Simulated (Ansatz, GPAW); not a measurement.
# A 4-layer slab of W(100): work function by functional and basis, part 2 of 2

Wanted: work functions and dipole of a 4-layer slab of W(100), with the cost of each level.

GPAW 26.7.0 and Ansatz 0.2.0; GPAW, PAW setups; slab in vacuum (the session's first sound run).

So far, upper work function (eV): step 2 (relaxing the atoms, PBE, GPAW) 4.10; step 5 (OptPBE vdW: xc = "optPBE-vdW", GPAW, PAW setups, GPAW) 4.32; step 6 (self-consistent run: xc = "vdW-DF2", GPAW, PAW setups, GPAW) 4.49; step 7 (real-space grid: mode = "fd", PBE, GPAW) 4.10; step 8 (atomic orbitals: mode = "lcao", PBE, GPAW) 4.08.

## Step 9: All levels side by side

Times are for 1 thread of Intel Xeon 6975P-C (Granite Rapids), shared host. The series side by side:

| no. | run | upper work function (eV) | lower work function (eV) | time | memory (GiB) |
| --- | --- | --- | --- | --- | --- |
| 1 | pw | 4.100 | 4.182 | 33 s | 0.22 |
| 2 | LDA | 4.395 | 4.467 | 33 s | 0.22 |
| 3 | optPBE vdW | 4.321 | 4.386 | 44 s | 0.33 |
| 4 | vdW DF2 | 4.487 | 4.543 | 46 s | 0.33 |
| 5 | fd | 4.099 | 4.181 | 3.1 min | 0.72 |
| 6 | lcao | 4.076 | 4.164 | 9.2 min | 0.34 |

## Step 10: A second plane-wave code

A second program with its own datasets checks the number independently.

This step: Ansatz plane waves; slab in vacuum with a dipole correction (Ansatz 0.2.0).

File input.yaml:

```yaml
crystal:
  lattice:
    - [3.16, 0.0, 0.0]
    - [0.0, 3.16, 0.0]
    - [0.0, 0.0, 18.74]
  atoms:
    - { symbol: W, position: [0.5, 0.5, 0.3735325507] }
    - { symbol: W, position: [0.0, 0.0, 0.4578441836] }
    - { symbol: W, position: [0.5, 0.5, 0.547412997] }
    - { symbol: W, position: [0.0, 0.0, 0.6225842313] }
kpoints:
  mp_grid: { grid: [10, 10, 1] }
hamiltonian:
  xc: pbe
scf:
  occupations: { method: fermi_dirac, width: 0.1 }
efield:
  axis: 3
  dipole_correction: true
  ramp_width: 0.05
output:
  forces: true
  write_potential: true
  write_density: true
  volumetric_format: npy
```

Command:

```console
$ ansatz run input.yaml --threads 4 --pin off --max-ram 8192MiB --backend cpu --events-out ev --progress --plain --runs-dir out
```

Numbers of over 12 decimals in the logs are rounded to 6 here.

The log of the run:

```text
Engine: ansatz 0.2.0, x86_64-unknown-linux-gnu
Pseudopotentials: kind: paw
Pseudopotential: W, paw, valence charge 14, recommended cutoff 420 eV (normal), W.paw.azcp
Functional definition: PBE
  parameter kappa = 0.804
  parameter beta = 0.066725
  exchange = pbe_x(kappa = kappa, mu = beta*pi^2/3)
  correlation = pbe_c(beta = beta)
Crystal: 4 atoms, lattice volume = 187.130 Å³
Basis set: ecut = 420 eV, 3695 PW (Γ), exchange–correlation on 48×48×256 points (8 copies of the dense FFT grid, shifted against one another)
Bands: 34, of which v1, the nominal top of the filled ones, is band 28 counted from 1 (27 counted from 0)
Symmetry: 8 space group operations
Space group: P4mm (ITA 99), of the structure as read, at distance tolerance 5.7e-5 Å
k-points: 21 of 100
Non-local potential: W, projectors of the file, l = 0: 3, l = 1: 2, l = 2: 2, l = 3: 1
PAW form: soft (Blöchl's): semilocal exchange-correlation on the pseudo side does not see the compensation charge
PAW one-centre angular grid: W, 590 points (default); XC on 64 Gauss nodes
Initial density: superposition of atomic densities (neutral atoms: chi_scale 0, normalization atom), corrected by the library's trained network
Initial wavefunctions: pseudopotential atomic-orbital guess
Functional: x = pbe(κ = 0.804, μ = 0.219515), c = pbe(β = 0.066725)
SCF iter   1: F=—  HF=-41534.226401 eV  |F-HF|=—  |Δ(HF+E_count)|=         —  Δρ=7.08e-3  dr2=6.01e-1  ethr=1.77e-3  p=-0.001 e·Å  D=-8.62e-4 V/Å  ΔV_dip=0.02 eV  dr2_dipole=1.20e-1  V_vac-E_F(+/−)=4.51/4.49 eV  ⟨swp⟩=8.0  Hψ=3456  notcnv=0
efield: sawtooth ramp at fractional position 0.9731 (placed from the atoms, in the widest stretch of the axis that holds none; the zero of the levels goes with the place), width 0.0500; the density the first Hamiltonian is built on has a dipole p = -0.001 e·Å; the dipole correction subtracts the counter field D = -8.62e-4 V/Å, which shifts the + side's vacuum level by +0.02 eV against the − side's; the planar-averaged density in the ramp window peaks in size at 1.1e-4 e/Å³
preconditioner: auto → LDOS  [metal: Δε(μ)=0.037 eV  Ē_g=4.151 eV  σ=0.100 eV  W_gap=0.09  n_scr=40 (ndim 8)  ℏωp=13.3 eV  f_vac=0.543  D(μ)=5.04/eV (n_scr^D=32)  β→1.0]
SCF iter   2: F=—  HF=-41534.188363 eV  |F-HF|=—  |Δ(HF+E_count)|=   3.80e-2  Δρ=2.76e-3  dr2=4.75e-2  ethr=1.07e-3  p=0.007 e·Å  D=6.43e-3 V/Å  ΔV_dip=-0.12 eV  dr2_dipole=3.57e-3  V_vac-E_F(+/−)=4.07/4.19 eV  ⟨swp⟩=2.2  Hψ=1094  notcnv=0
SCF iter   3: F=—  HF=-41534.190261 eV  |F-HF|=—  |Δ(HF+E_count)|=   1.90e-3  Δρ=9.44e-4  dr2=7.80e-3  ethr=8.48e-5  p=0.005 e·Å  D=5.06e-3 V/Å  ΔV_dip=-0.09 eV  dr2_dipole=1.68e-4  V_vac-E_F(+/−)=4.13/4.23 eV  ⟨swp⟩=2.2  Hψ=1135  notcnv=0
SCF iter   4: F=—  HF=-41534.189980 eV  |F-HF|=—  |Δ(HF+E_count)|=   2.81e-4  Δρ=3.14e-4  dr2=2.09e-4  ethr=1.39e-5  p=0.005 e·Å  D=4.82e-3 V/Å  ΔV_dip=-0.09 eV  dr2_dipole=3.81e-7  V_vac-E_F(+/−)=4.10/4.19 eV  ⟨swp⟩=2.0  Hψ=945  notcnv=0
SCF iter   5: F=—  HF=-41534.190094 eV  |F-HF|=—  |Δ(HF+E_count)|=   1.14e-4  Δρ=1.25e-4  dr2=4.59e-5  ethr=3.74e-7  p=0.005 e·Å  D=4.52e-3 V/Å  ΔV_dip=-0.08 eV  dr2_dipole=2.18e-6  V_vac-E_F(+/−)=4.10/4.18 eV  ⟨swp⟩=3.4  Hψ=1373  notcnv=0
SCF iter   6: F=—  HF=-41534.190064 eV  |F-HF|=—  |Δ(HF+E_count)|=   2.95e-5  Δρ=3.27e-5  dr2=2.84e-6  ethr=8.20e-8  p=0.005 e·Å  D=4.42e-3 V/Å  ΔV_dip=-0.08 eV  dr2_dipole=7.93e-8  V_vac-E_F(+/−)=4.10/4.18 eV  ⟨swp⟩=2.0  Hψ=937  notcnv=0
SCF iter   7: F=—  HF=-41534.190066 eV  |F-HF|=—  |Δ(HF+E_count)|=   2.13e-6  Δρ=8.30e-6  dr2=3.04e-7  ethr=5.08e-9  p=0.004 e·Å  D=4.34e-3 V/Å  ΔV_dip=-0.08 eV  dr2_dipole=5.45e-8  V_vac-E_F(+/−)=4.10/4.18 eV  ⟨swp⟩=2.3  Hψ=1088  notcnv=0
SCF iter   8: F=-41534.190067 eV  HF=-41534.190067 eV  |F-HF|=5.01e-9  |Δ(HF+E_count)|=   1.40e-7  Δρ=2.23e-6  dr2=2.64e-8  ethr=1.79e-10  p=0.004 e·Å  D=4.33e-3 V/Å  ΔV_dip=-0.08 eV  dr2_dipole=5.03e-11  V_vac-E_F(+/−)=4.10/4.18 eV  ⟨swp⟩=14.7  Hψ=6358  notcnv=0
SCF 1 converged in 8 iterations: F = -41534.190067 eV  dr2 = 2.64e-8
  greatest PAW one-centre occupation: 1.000 electrons in one spin orbital (limit 2), on the W atom at site 1 (counted from 0), in its partial waves of l = 0
WARN: The output density's exchange-correlation potential varies sharply where the density is thin. Do not read a vacuum level from v_tot or v_xc, or from such a field of the output density. On a cell that repeats whose density bears no net charge and no dipole along the vacuum's axis use v_es (v_loc + v_h of the components); under efield.dipole_correction with no amplitude use v_es + v_field, which holds any externa [...]
SCF converged after 8 iterations
Free energy (F): -41534.190067 eV
Harris-Foulkes:  -41534.190067 eV  (|F-HF|=5.01e-9)
Internal energy: -41534.018740 eV  (E = F + TS)
E sigma→0 (E₀):  -41534.104403 eV
Entropy (-TS):   -0.171327 eV (-42.832 meV/atom)
Fermi energy:    4.969005 eV
Dipole field:    D = 0.004322 V/Å  (p = 0.004470 e·Å, saw-weighted, corrected)
Work function:   Φ+ = 4.0973 eV   Φ− = 4.1784 eV
Levels:          The Fermi level and band energies are counted from a zero that moves with the ramp; work functions are not
--- Per-component energies (eV) ---
  E_band       = -1285.161528
  E_kinetic    = 1788.914958
  E_local      = -42089.860919  (includes V_loc(G=0)·N_el)
  E_nonlocal   = 7.828283
  E_hartree    = 20226.771227
  E_xc         = -1060.262234
  E_vxc        = -945.273482  (∫ρ·V_xc dr)
  E_paw        = -34250.537259  (= ΣΔE_a)
  E_vpaw       = -500.333904  (= ΣTr[D̂ρ^β])
  E_aug_tail   = -0.000233  (compensation charges beyond the density's cutoff)
  E_efield     = 0.000010  (sawtooth field / dipole correction)
  E_vefield    = -0.010346  (∫n·V_field dr)
  E_ewald      = 13843.127428
  E_smearing   = -0.171327  (= −TS)
  E_closure    = -0.000000  (closes the sum)
  Σ components = -41534.190067   (vs F -41534.190067, Δ=0.00e0)
--- Forces (eV/Å), atoms counted from 1 ---
  atom   1  W      0.00000000     0.00000000     1.77002417
  atom   2  W     -0.00000000    -0.00000000    -1.74201997
  atom   3  W      0.00000000     0.00000000     0.00832719
  atom   4  W     -0.00000000     0.00000000    -0.03634908
  max |Σ_I F_I| component: 1.77e-5 eV/Å
--- Band table (eV; the first three rows and the last of 21) ---
  k-point 0: bands = [... 24 lower, 4.2994, 4.4568, 4.5832, 4.8222, 4.8222, 4.8635, 5.8214, 6.2207, ... 2 higher]
  k-point 1: bands = [... 24 lower, 4.1241, 4.3745, 4.6044, 4.8778, 5.0008, 5.2044, 5.3791, 6.3960, ... 2 higher]
  k-point 2: bands = [... 24 lower, 3.5654, 4.2189, 4.3921, 4.9220, 5.0558, 5.4731, 5.7662, 6.2448, ... 2 higher]
  k-point 20: bands = [... 24 lower, 3.7178, 3.7178, 6.6057, 6.6057, 7.0013, 7.0092, 7.6200, 7.6200, ... 2 higher]
```

It took 1.9 s on 4 threads of Intel Xeon 6975P-C (Granite Rapids), shared host; peak memory 0.56 GiB.

This step gave:

- free energy: -41534.1901 eV
- smearing term TS: 0.1713 eV
- symmetry operations: 8
- upper work function: 4.097 eV
- lower work function: 4.178 eV
- dipole along the normal: 0.004470 e·Å
- dipole field: 0.004322 V/Å
- vacuum level above: 9.066 eV
- vacuum level below: 9.147 eV

The electrostatic potential energy of an electron (with the applied field's), less the Fermi level, planar mean oscillates, so the rows of the table below give means over windows of 1 Å about each position, cut where the curve ends. Its maxima inside the range that stand out by 2 % of the span (Å: eV): 7.8: -8.91, 9.4: -8.01, 11.0: -12.2. Its minima: 7.0: -14.7, 8.6: -15.1, 10.2: -15.4, 11.6: -15.1.

The electrostatic potential energy of an electron (with the applied field's), less the Fermi level, planar mean by z; means over each step:

z (Å), electrostatic potential energy of an electron (with the applied field's), less the Fermi level, planar mean (eV) and a bar from the least value:
```
        0        4.2 ##############################
        1        4.2 ##############################
        2        4.2 ##############################
        3        4.2 ##############################
        4        4.1 ##############################
        5        3.5 #############################
        6       -1.6 ####################
        7      -12.9 #
        8      -11.2 ####
        9      -11.7 ###
       10      -12.9 #
       11      -13.3 
       12      -10.8 ####
       13        1.4 #########################
       14        3.8 #############################
       15        4.1 ##############################
       16        4.1 ##############################
       17        4.1 ##############################
       18        4.1 ##############################
```

The valence density, planar mean oscillates, so the rows of the table below give means over windows of 0.5 Å about each position, cut where the curve ends. Its maxima inside the range that stand out by 2 % of the span (Å: e/Å³): 7.03: 1.09, 8.49: 1.09, 10.39: 1.12, 11.57: 1.11. Its minima: 7.76: 0.594, 9.37: 0.497, 10.98: 0.772.

Table of valence density, planar mean by z; means over each step:

z (Å), valence density, planar mean (e/Å³) and a bar:
```
      2.5       0.00 
      3.0       0.00 
      3.5       0.00 
      4.0       0.00 
      4.5       0.01 
      5.0       0.01 
      5.5       0.04 #
      6.0       0.16 #####
      6.5       0.66 ###################
      7.0       1.05 ##############################
      7.5       0.81 #######################
      8.0       0.75 #####################
      8.5       1.07 ##############################
      9.0       0.85 ########################
      9.5       0.58 ################
     10.0       0.99 ############################
     10.5       1.05 ##############################
     11.0       0.84 ########################
     11.5       1.07 ##############################
     12.0       0.87 #########################
     12.5       0.28 ########
     13.0       0.06 ##
     13.5       0.02 #
     14.0       0.01 
     14.5       0.00 
     15.0       0.00 
     15.5       0.00 
     16.0       0.00
```

Force by atom:

| atom | x (eV/Å) | y (eV/Å) | z (eV/Å) | size |
| --- | --- | --- | --- | --- |
| W1 | 0.00 | 0.00 | 1.77 | 1.77 |
| W2 | 0.00 | 0.00 | -1.74 | 1.74 |
| W3 | 0.00 | 0.00 | 0.01 | 0.01 |
| W4 | 0.00 | 0.00 | -0.04 | 0.04 |

The upper face's work function is 4.097 eV, against 4.100 eV in the first plane-wave PBE run at this geometry.

## Step 11: Side by side

Results and costs are gathered.

This step: comparison of work functions, dipole and cost (GPAW 26.7.0).

Ladder, by row:

| step | code | work function, upper (eV) | work function, lower (eV) | dipole (e Å) | wall time (s) | peak memory (GiB) | threads |
| --- | --- | --- | --- | --- | --- | --- | --- |
| pw | GPAW | 4.1 | 4.182 | 0.00459 | 33.22 | 0.22 | 1 |
| LDA | GPAW | 4.395 | 4.467 | 0.004046 | 32.83 | 0.22 | 1 |
| optPBE-vdW | GPAW | 4.321 | 4.386 | 0.003678 | 44.29 | 0.33 | 1 |
| vdW-DF2 | GPAW | 4.487 | 4.543 | 0.003123 | 46.4 | 0.33 | 1 |
| fd | GPAW | 4.099 | 4.181 | 0.004535 | 185.6 | 0.72 | 1 |
| lcao | GPAW | 4.076 | 4.164 | 0.004839 | 551.7 | 0.34 | 1 |
| ansatz | Ansatz | 4.097 | 4.178 | 0.00447 | 1.86 | 0.559 | 4 |

## Step 12: What came out

- work function, upper and lower face: 4.100 and 4.182 eV
- dipole along the normal: 0.00459 e Å

What this shows: With plane waves and PBE the work function is 4.10 eV on the upper face and 4.18 eV on the lower. The two faces differ by 0.082 eV, the step that the slab's dipole makes (e p/(ε0 A) gives 0.083 eV), so the dipole layer is needed. The lowest atoms were held at bulk positions, which alone makes the faces unlike. Over the sound runs of the table the upper face's work function spans 4.076 (lcao) to 4.487 eV (vdW-DF2). The two plane-wave codes differ by 0.0027 eV on the upper face. The slab is only 4.7 Å thick between its outer nuclei, so the values belong to this film more than to the surface of the bulk metal. The in-plane lattice was kept as typed, which isn't the functional's own and leaves some strain; spin-orbit coupling and temperature are left out.

[Logs are printed without paths, hosts, clocks, repeated set-up lines and the standing remarks that a program may print on its own settings, such as how far it seeks lower states.]

[Hosts, paths, dates, database ids (printed as entryN), source tags and the programs' standing remarks are cut or masked in the printed files.]
